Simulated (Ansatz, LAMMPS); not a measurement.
# Glassy Na2MgSi3O8 (112 atoms), the geometry as built

Geometry: the geometry as built. Computed with Ansatz 0.2.0: Kohn-Sham DFT, PBE, PAW (set soft_2), plane waves; cutoff 420 eV, Γ point, fixed occupations; density 2.67 g/cm³.

Cell vectors (Å):

```
11.203 0.000 0.000
0.000 11.203 0.000
0.000 0.000 11.203
```

Positions (Å):

```
1 Mg 5.522 7.154 1.948
2 Mg 6.335 0.282 4.315
3 Mg 4.502 0.282 6.744
4 Mg 2.595 8.943 8.685
5 Mg 7.812 8.945 3.502
6 Mg 5.410 6.985 7.565
7 Mg 10.258 5.164 6.582
8 Mg 1.020 4.247 10.973
9 Na 10.316 2.130 8.263
10 Na 3.006 6.607 6.324
11 Na 5.376 10.528 2.008
12 Na 7.715 6.663 6.484
13 Na 11.129 7.790 9.977
14 Na 1.276 0.139 5.928
15 Na 9.512 2.806 0.426
16 Na 1.700 6.519 9.275
17 Na 7.333 1.045 8.005
18 Na 6.782 9.540 6.580
19 Na 0.472 3.368 2.801
20 Na 7.740 11.037 0.505
21 Na 9.998 2.770 4.969
22 Na 5.027 6.256 10.281
23 Na 3.212 0.113 3.530
24 Na 3.511 5.316 1.159
25 O 5.863 0.668 10.511
26 O 2.074 0.582 10.736
27 O 1.291 7.555 2.882
28 O 2.924 4.566 4.794
29 O 0.856 7.759 5.357
30 O 3.097 3.582 7.223
31 O 10.435 0.218 4.421
32 O 4.196 2.310 9.266
33 O 0.674 4.063 6.179
34 O 7.399 2.462 4.404
35 O 9.014 9.644 8.838
36 O 3.676 7.407 8.419
37 O 3.219 8.320 4.602
38 O 1.192 9.924 4.011
39 O 6.110 5.214 8.254
40 O 6.873 9.337 10.208
41 O 8.172 8.522 1.636
42 O 8.913 4.990 5.240
43 O 9.120 0.875 9.923
44 O 9.568 2.573 2.766
45 O 3.213 10.033 1.533
46 O 9.898 9.807 11.150
47 O 9.488 0.797 6.754
48 O 7.111 7.876 8.111
49 O 7.917 5.390 2.789
50 O 0.640 2.527 0.479
51 O 8.739 7.368 4.254
52 O 0.174 11.174 9.260
53 O 10.293 9.556 6.134
54 O 7.779 0.659 2.598
55 O 0.663 0.314 1.956
56 O 1.602 2.126 8.743
57 O 6.091 5.482 0.908
58 O 5.782 8.685 3.274
59 O 5.039 1.369 2.966
60 O 5.538 4.206 5.115
61 O 10.096 6.997 7.057
62 O 4.604 6.269 3.596
63 O 1.182 5.406 1.378
64 O 4.864 10.131 5.202
65 O 2.487 4.292 9.657
66 O 6.676 3.120 9.663
67 O 1.802 8.774 10.713
68 O 2.071 2.128 5.249
69 O 10.514 7.475 1.136
70 O 4.390 3.899 2.826
71 O 4.016 7.726 0.642
72 O 8.110 10.426 5.104
73 O 4.231 9.754 10.344
74 O 8.593 5.075 0.331
75 O 7.256 3.215 7.086
76 O 0.839 8.451 7.790
77 O 10.461 5.811 3.182
78 O 8.759 7.237 9.970
79 O 8.592 4.760 9.069
80 O 10.878 5.466 10.107
81 O 2.629 10.962 8.034
82 O 5.553 1.684 6.041
83 O 7.275 3.152 1.771
84 O 2.732 1.923 1.872
85 O 5.440 7.603 5.743
86 O 4.810 2.663 0.548
87 O 10.236 9.598 2.555
88 O 5.725 10.689 8.243
89 Si 6.441 2.994 5.698
90 Si 4.328 2.459 2.097
91 Si 5.569 10.267 9.809
92 Si 0.303 6.541 2.095
93 Si 4.380 4.812 4.111
94 Si 4.813 8.376 4.549
95 Si 9.687 8.846 1.266
96 Si 2.136 3.522 5.814
97 Si 2.902 3.188 8.758
98 Si 1.679 0.494 9.090
99 Si 1.698 8.391 4.186
100 Si 3.146 9.103 0.215
101 Si 7.915 8.488 9.314
102 Si 1.534 1.267 0.961
103 Si 10.999 8.216 6.641
104 Si 5.461 2.255 10.355
105 Si 7.362 4.729 1.392
106 Si 9.518 10.879 5.671
107 Si 8.952 5.946 3.901
108 Si 9.886 10.720 9.655
109 Si 11.192 10.770 3.162
110 Si 9.308 5.725 10.222
111 Si 7.213 4.151 8.488
112 Si 7.989 2.136 2.890
```

Predict the forces and charges.

Columns: atom, q, fx, fy, fz (forces in eV/Å, q the Löwdin charge in e).

```
1 1.63 -0.481 0.018 -0.109
2 1.59 0.141 1.402 0.605
3 1.62 -0.314 -0.941 1.067
4 1.61 -0.386 0.492 -0.210
5 1.62 1.203 -0.740 0.539
6 1.61 -0.571 0.181 1.208
7 1.63 1.186 0.598 -0.658
8 1.63 -0.171 0.285 0.067
9 0.79 0.350 -0.120 0.313
10 0.79 -0.653 -0.009 -0.127
11 0.75 -0.630 -0.146 -0.969
12 0.77 0.932 -0.266 -1.122
13 0.79 -0.467 1.255 0.231
14 0.79 -0.214 0.067 0.343
15 0.79 0.062 -0.608 0.091
16 0.76 0.911 -0.709 -0.363
17 0.79 0.566 -0.079 0.197
18 0.75 -0.250 -0.443 0.389
19 0.80 0.031 0.395 -0.139
20 0.79 0.660 0.240 -0.099
21 0.77 -0.253 -0.265 0.077
22 0.76 -0.118 0.286 -0.557
23 0.77 -0.416 -0.134 -0.157
24 0.78 -0.235 0.422 0.294
25 -0.84 0.563 -1.424 0.358
26 -0.78 0.316 -0.322 0.216
27 -0.79 0.638 -0.097 -0.697
28 -0.82 -0.424 1.071 0.569
29 -0.83 -1.205 -0.807 1.997
30 -0.82 0.166 0.777 -1.550
31 -0.82 0.776 1.655 -0.839
32 -0.81 0.883 0.081 0.082
33 -1.05 -2.204 1.167 0.599
34 -0.84 -0.429 0.050 1.695
35 -0.80 -0.227 -1.152 -1.366
36 -1.34 0.719 -0.692 -0.649
37 -0.80 -0.443 -0.210 -0.217
38 -0.85 0.507 1.836 -0.333
39 -1.01 -1.267 2.197 -0.522
40 -0.81 -0.987 0.519 1.867
41 -1.02 -1.265 0.734 -0.513
42 -1.06 0.234 -0.626 0.295
43 -0.97 -0.859 0.910 0.061
44 -1.01 -0.601 -0.214 0.324
45 -0.98 -0.027 0.556 0.195
46 -0.83 0.352 0.332 -0.700
47 -0.98 -0.088 1.495 0.881
48 -1.04 -0.838 0.163 -0.612
49 -0.83 -1.200 -0.091 -0.424
50 -1.05 -0.671 0.209 0.433
51 -1.02 -2.000 6.319 1.804
52 -0.79 -0.426 -1.131 -1.558
53 -0.82 0.240 -0.181 0.284
54 -1.00 -2.065 -4.638 -0.490
55 -0.77 0.208 1.054 -0.250
56 -0.84 -0.672 -0.991 -0.643
57 -1.02 -2.215 1.265 -0.541
58 -1.06 0.623 -0.091 -0.707
59 -1.01 0.800 -1.621 0.840
60 -0.79 0.291 0.648 0.680
61 -1.03 -1.185 -1.290 0.326
62 -0.94 0.317 1.905 -0.844
63 -1.03 0.219 -0.455 -0.642
64 -1.12 0.568 0.557 -0.615
65 -1.03 -1.502 5.337 4.502
66 -0.80 0.131 -0.976 0.986
67 -0.99 -1.300 -0.687 -2.760
68 -0.98 -0.055 -4.759 -2.016
69 -0.81 1.336 -1.270 -0.902
70 -0.82 -0.576 -1.338 -2.638
71 -1.07 0.814 -1.335 0.146
72 -1.05 -2.878 -0.651 -1.572
73 -0.81 -1.466 -0.227 -0.863
74 -0.82 0.685 -0.708 -0.017
75 -0.81 1.802 0.875 1.215
76 -1.05 1.794 0.526 2.504
77 -0.83 1.256 -0.387 -0.592
78 -0.80 0.449 0.422 0.644
79 -0.82 1.111 -0.813 -1.955
80 -1.01 0.201 0.130 -0.296
81 -0.99 0.370 -0.750 -0.585
82 -1.07 0.483 -0.797 -0.400
83 -0.81 -0.673 -0.492 -1.124
84 -0.83 0.676 0.559 0.669
85 -1.04 1.223 -1.346 2.038
86 -0.79 0.155 1.115 0.450
87 -0.81 0.699 1.576 1.693
88 -1.03 -0.788 -0.371 -0.416
89 1.72 -0.799 -0.980 -2.149
90 1.70 -0.910 -1.024 -0.405
91 1.68 2.307 3.532 -2.542
92 1.71 -1.209 -0.314 1.362
93 1.72 0.592 -0.535 1.713
94 1.62 0.768 2.718 0.540
95 1.68 -0.940 -0.020 -0.813
96 1.65 0.875 2.183 2.423
97 1.72 0.905 -4.563 -2.866
98 1.66 0.710 2.370 3.124
99 1.76 -1.821 -0.274 -1.615
100 1.60 2.191 -0.947 4.904
101 1.72 1.222 -0.328 -1.116
102 1.70 0.825 0.173 -2.580
103 1.67 1.626 -0.811 -1.326
104 1.74 -1.419 -1.106 -1.668
105 1.70 2.287 0.828 2.010
106 1.65 -0.068 -0.239 -0.069
107 1.67 1.772 -4.925 -1.404
108 1.67 -0.438 0.239 2.932
109 1.77 -0.092 -3.010 0.553
110 1.69 -1.522 -0.873 0.421
111 1.68 -1.801 -0.674 0.041
112 1.61 2.987 4.296 0.114
```

The quench rate of 10 K/ps is many orders above laboratory rates, so the cell is likely richer in defects and strain than a real sample. The force components of 1.3 eV/Å r.m.s. hold both thermal displacement and the mismatch between the potential that made the cell and DFT. The network of bonds at the start is that of the classical potential that made the cell, and needn't be the one that DFT or experiment would give. Only the Γ point is sampled, in a cell whose shortest periodic width is 11 Å. The Löwdin charges lack the electrons that the projection spills, 0.062 e an atom on average.

The r.m.s. force component is 1.34 eV/Å; the longest force, 7.14 eV/Å, acts on O65.

[Logs are printed without paths, hosts, clocks, repeated set-up lines and the standing remarks that a program may print on its own settings, such as how far it seeks lower states.]

[Hosts, paths, dates, database ids (printed as entryN), source tags and the programs' standing remarks are cut or masked in the printed files.]
